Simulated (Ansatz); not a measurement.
# How NaF (Villiaumite, Fm-3m) expands on warming, part 2 of 6

How much does NaF (Villiaumite) expand with temperature?

Measurements to reproduce:
- volume expansion coefficient 95.1 1e-6/K and heat capacity C_P per formula unit 46.9 J/mol/K near room temperature (given in “High-Throughput Prediction of Finite-Temperature Properties using the Quasi-Harmonic Approximation”, 2016, arXiv:1603.06924)
- volume expansion coefficient 102.6 1e-6/K near room temperature (given in “Descriptors for thermal expansion in solids”, 2017, arXiv:1701.03966)

Ansatz 0.2.0; DFT LDA, scalar-relativistic, plane waves, PAW (the session's first sound run).

So far. Step 2 (Probe on a coarse mesh): The start is under -4.5 GPa at this level and looks like an insulator or semiconductor on this mesh.

**4. A second relaxation**

The relaxation is run once more from where the first one ended, as the script does after a large change of volume or of the gap, with mesh and occupations reviewed.

input.yaml reads:

```yaml
crystal:
  lattice:
    - [0.0, 2.2518000979, 2.2518000979]
    - [2.2518000979, 0.0, 2.2518000979]
    - [2.2518000979, 2.2518000979, 0.0]
  atoms:
    - { symbol: Na, position: [0.0, 0.0, 0.0] }
    - { symbol: F, position: [0.5, 0.5, 0.5] }
kpoints:
  mp_grid: { grid: [10, 10, 10] }
hamiltonian:
  xc: lda
scf:
  occupations: { method: gaussian, width: 0.02 }
output:
  forces: true
  stress: true
  eigenvalues: true
  write_density: true
  write_potential: true
  elf: true
  volumetric_format: npy
relax:
  adjacent_minimum: "off"
  f_tol: 0.005
  max_steps: 80
  cell: { stress_tol: 0.05 }
```

Run with:

```bash
$ ansatz run input.yaml --threads 4 --pin off --max-ram 16384MiB --backend cpu --events-out ev --progress --plain --runs-dir out
```

Numbers of over 12 decimals in the logs are rounded to 6 here.

What it wrote:

```text
[...]
Crystal: 2 atoms, lattice volume = 22.836 Å³
Basis set: ecut = 420 eV, 459 PW (Γ)
Bands: 12, of which v1, the nominal top of the filled ones, is band 8 counted from 1 (7 counted from 0)
Symmetry: 48 space group operations
[...]
k-points: 47 of 1000
[...]
SCF iter   1: F=—  HF=-2263.116370 eV  |F-HF|=—  |Δ(HF+E_count)|=         —  Δρ=2.02e-2  dr2=6.40e-2  ethr=1.77e-3  ⟨swp⟩=5.9  Hψ=3133  notcnv=0
[...]
SCF iter   6: F=-2263.092207 eV  HF=-2263.092207 eV  |F-HF|=2.25e-9  |Δ(HF+E_count)|=   4.92e-8  Δρ=4.52e-6  dr2=2.51e-9  ethr=6.25e-10  ⟨swp⟩=8.7  Hψ=3478  notcnv=0
SCF 1 converged in 6 iterations: F = -2263.092207 eV  dr2 = 2.51e-9
[...]
relax step   1: F+E_penalty+E_count = -2263.09220717 eV  Δ(F+E_penalty+E_count) = +0.000e0 eV  max|allowed force component| = 9.032e-29 eV/Å  Δτ_max = 0.0000 Å  P = -0.045 GPa  Ω = 22.836 Å³  (6 SCF iters, dr2 threshold 1.00e-7 eV, accepted)
[...]
SCF iter   1: F=—  HF=-2263.092208 eV  |F-HF|=—  |Δ(HF+E_count)|=         —  Δρ=4.15e-6  dr2=2.59e-9  ethr=6.01e-7  ⟨swp⟩=2.5  Hψ=4536  notcnv=0
eigensolver tolerance schedule: the retry pair's looser diagonalisation over-reported the residual by 37150.61 of it (diagonalisation noise at an unbounded share of the residual, at the tolerance the schedule requests for it); recorded, not acted on — ethr = c·dr2/N_el stays at c = 1.0e-1
[...]
SCF iter   2: F=—  HF=-2263.092207 eV  |F-HF|=—  |Δ(HF+E_count)|=   3.72e-7  Δρ=2.64e-6  dr2=8.35e-10  ethr=1.62e-11  ⟨swp⟩=3.0  Hψ=1060  notcnv=0
[...]
SCF iter   4: F=-2263.092207 eV  HF=-2263.092207 eV  |F-HF|=9.09e-12  |Δ(HF+E_count)|=  3.82e-11  Δρ=3.29e-7  dr2=8.14e-12  ethr=1.00e-12  ⟨swp⟩=5.0  Hψ=2037  notcnv=0
SCF 2 converged in 4 iterations: F = -2263.092207 eV  dr2 = 8.14e-12
relax step   2: F+E_penalty+E_count = -2263.09220717 eV  Δ(F+E_penalty+E_count) = -1.643e-9 eV  max|allowed force component| = 9.913e-29 eV/Å  Δτ_max = 0.0000 Å  P = -0.044 GPa  Ω = 22.836 Å³  stress off target by 4.42e-2 GPa  SCF on the basis re-selected at this cell (its energy is not comparable with the rows above)  (4 SCF iters)
basis re-selected at this cell: Δ(F+E_penalty+E_count) = -1.643e-9 eV, ΔP = +0.000 GPa vs the last step (what re-selecting the basis moved, of the pressure what is left beyond the Pulay correction that the steps carried, after the strain that the cell walked since its last selection, with what the two solves' SCF thresholds leave and, on support functions, any second-order correction that the steps lacked; it is no m [...]
SCF converged after 4 iterations
Free energy (F): -2263.092207 eV
[...]
Internal energy: -2263.092207 eV  (E = F + TS)
E sigma→0 (E₀):  -2263.092207 eV
Fermi energy:    4.473657 eV
[...]
--- Stress (GPa, compression-positive) ---
       -0.044183       0.000000       0.000000
        0.000000      -0.044183       0.000000
       -0.000000       0.000000      -0.044183
  P = ⅓ Tr σ = -0.0442 GPa (-0.442 kbar)
--- Band table (eV; the first three rows and the last of 47) ---
  k-point 0: bands = [... 4 lower, -17.2983, 1.2460, 1.2460, 1.2460, 7.7013, 20.3966, 20.3966, 20.3966]
  k-point 1: bands = [... 4 lower, -17.1197, 1.0159, 1.2160, 1.2160, 8.0858, 19.0737, 20.5768, 20.5768]
  k-point 2: bands = [... 4 lower, -16.8444, 0.4870, 1.1362, 1.1362, 9.0595, 17.2971, 21.0416, 21.0416]
  k-point 46: bands = [... 4 lower, -16.7891, 0.0884, 0.3953, 0.5925, 14.5662, 14.6620, 16.7607, 19.1727]
--- Relaxed structure (1 steps of the walk, 1 accepted, 1 SCFs on fresh bases) ---
[...]
cell:  # Å, volume = 22.8360 Å³
    - [0.0, 2.2518000979, 2.2518000979]
    - [2.2518000979, 0.0, 2.2518000979]
    - [2.2518000979, 2.2518000979, 0.0]
  atoms:
    - { symbol: Na, position: [0.0, 0.0, 0.0] }
    - { symbol: F, position: [0.500000, 0.500000, 0.500000] }
```

Wall time 0.63 s (4 threads of Arm Neoverse V2, shared host); peak memory 0.27 GiB; 1.8 s of CPU time.

Little changed from the start: no atom moved by 0.005 Å and no cell edge by 0.1 %.

Numbers from this step:

* pressure: -0.04418 GPa

Valence density in the ac plane of the conventional cell at fractional y = 0.000, with atoms of Na and F within 0.2 Å of it. It is the smooth field of the valence electrons, not physical close to the nuclei.

Ten even steps from '_' (0 e/Å³) to '@' (18 e/Å³), each cell a mean:
```
##--______..--++::______..++
..__________....__________..
____________________________
____________________________
____________________________
--..________--==..________::
**--______..##@@==______..++
++::______..++##--______..--
..__________....__________..
____________________________
____________________________
____________________________
==..________::--..________--
@@==______..++**--______..##
```
Columns run along a (4.5 Å), rows up along c (4.5 Å), edges of the conventional cell, whose origin can differ from the input's. Atoms in or near the plane, at fractional coordinates: Na at (0.00, 0.00), Na at (0.50, 0.50), F at (0.50, 0.00), F at (0.00, 0.50).

ELF in the ac plane of the conventional cell at fractional y = 0.000, with atoms of Na and F within 0.2 Å of it. It is the smooth field of the valence electrons, not physical close to the nuclei.

Ten even steps from '_' (0.02) to '@' (0.80), each cell a mean:
```
++##--__**@@%%%%@@@@::..**++
**++..__++@@@@@@@@##::__--**
..______::++******--______..
--::..__________________::::
@@%%**..__..--==::____--##@@
@@@@%%::__++##****::__**@@@@
**@@@@--..**++--**==__**@@%%
%%@@@@::..**++++##--__**@@%%
@@@@##::__--****++..__++@@@@
****--______....______::++**
__________::::--::..________
==::____--##@@@@%%**..__..--
****::__**@@@@@@@@%%::__++##
--**==__**@@%%**@@@@--..**++
```
Columns run along a (4.5 Å), rows up along c (4.5 Å), edges of the conventional cell, whose origin can differ from the input's. Atoms in or near the plane, at fractional coordinates: Na at (0.00, 0.00), Na at (0.50, 0.50), F at (0.50, 0.00), F at (0.00, 0.50).

Electrostatic potential energy in the ac plane of the conventional cell at fractional y = 0.000, with atoms of Na and F within 0.2 Å of it. With pseudopotentials it is smooth inside the atoms' cores, unlike the true potential.

Values in eV, 14 rows by 14 columns, each cell a mean:
```
-61 -38  -4   5   7 -14 -36 -39 -28   2   7   2 -18 -54
-23 -10   2   7   8   4 -14 -19  -5   8   8   5  -2 -18
  2   4   6   7   8   8   7   7   8   8   8   7   5   2
  7   7   8   8   7   7   5   5   6   7   8   8   8   7
 -1   5   8   8   6   2  -4  -6  -1   4   7   8   8   2
-33 -19   5   7   4 -10 -38 -47 -23  -1   6   8  -5 -28
-41 -33  -1   7   2 -23 -61 -62 -47  -6   5   7 -19 -39
-39 -28   2   7   2 -18 -54 -61 -38  -4   5   7 -14 -36
-19  -5   8   8   5  -2 -18 -23 -10   2   7   8   4 -14
  7   8   8   8   7   5   2   2   4   6   7   8   8   7
  5   6   7   8   8   8   7   7   7   8   8   7   7   5
 -6  -1   4   7   8   8   2  -1   5   8   8   6   2  -4
-47 -23  -1   6   8  -5 -28 -33 -19   5   7   4 -10 -38
-62 -47  -6   5   7 -19 -39 -41 -33  -1   7   2 -23 -61
```
Columns run along a (4.5 Å; values clipped at the 3rd and 97th percentile), rows up along c (4.5 Å), edges of the conventional cell, whose origin can differ from the input's. Atoms in or near the plane, at fractional coordinates: Na at (0.00, 0.00), Na at (0.50, 0.50), F at (0.50, 0.00), F at (0.00, 0.50).

**5. Tight relaxation**

The thresholds are tightened for a last relaxation ahead of the phonons, and where mesh or smearing change with them the cell follows.

input.yaml, the sections that differ from step 4:

```yaml
kpoints:
  mp_grid: { grid: [12, 12, 12] }
scf:
  occupations: { method: fixed }
output:
  forces: true
  stress: true
  eigenvalues: true
relax:
  adjacent_minimum: "off"
  f_tol: 0.001
  max_steps: 60
  cell: { stress_tol: 0.01 }
# crystal, hamiltonian: as in step 4
```

What it wrote:

```text
[...]
Crystal: 2 atoms, lattice volume = 22.836 Å³
Basis set: ecut = 420 eV, 459 PW (Γ)
Bands: 12, of which v1, the nominal top of the filled ones, is band 8 counted from 1 (7 counted from 0)
Symmetry: 48 space group operations
[...]
k-points: 72 of 1728
[...]
k-point 71: bands = [... 4 lower, -16.7518, 0.2422, 0.2422, 0.5776, 14.6295, 14.6295, 17.0701, 18.8062]
--- Relaxed structure (3 steps of the walk, 3 accepted, 1 SCFs on fresh bases) ---
[...]
cell:  # Å, volume = 22.8221 Å³
    - [0, 2.251343, 2.251343]
    - [2.251343, 0, 2.251343]
    - [2.251343, 2.251343, 0]
  atoms:
    - { symbol: Na, position: [0, 0, 0] }
    - { symbol: F, position: [0.5, 0.5, 0.5] }
[key lines of the parts left out:]
SCF converged after 6 iterations
Free energy (F): -2263.092324 eV
Fermi energy:    1.251058 eV
P = ⅓ Tr σ = -0.0063 GPa (-0.063 kbar)
```

Elapsed: 1.3 s, on 4 threads; peak memory 0.28 GiB; 4.2 s of CPU time.

Little changed from the start: no atom moved by 0.005 Å and no cell edge by 0.1 %.

Numbers from this step:

```
pressure          : -0.006284 GPa
gap on the k-mesh : 6.459 eV
volume per atom   : 11.41 Å³
```

The residual pressure is -0.0063 GPa, small enough for phonons.

[end of part 2 of 6]

[Logs are printed without paths, hosts, clocks, repeated set-up lines and the standing remarks that a program may print on its own settings, such as how far it seeks lower states.]

[Hosts, paths, dates, database ids (printed as entryN), source tags and the programs' standing remarks are cut or masked in the printed files.]

[A step with changed settings may run another functional than the one named; its input shows which.]
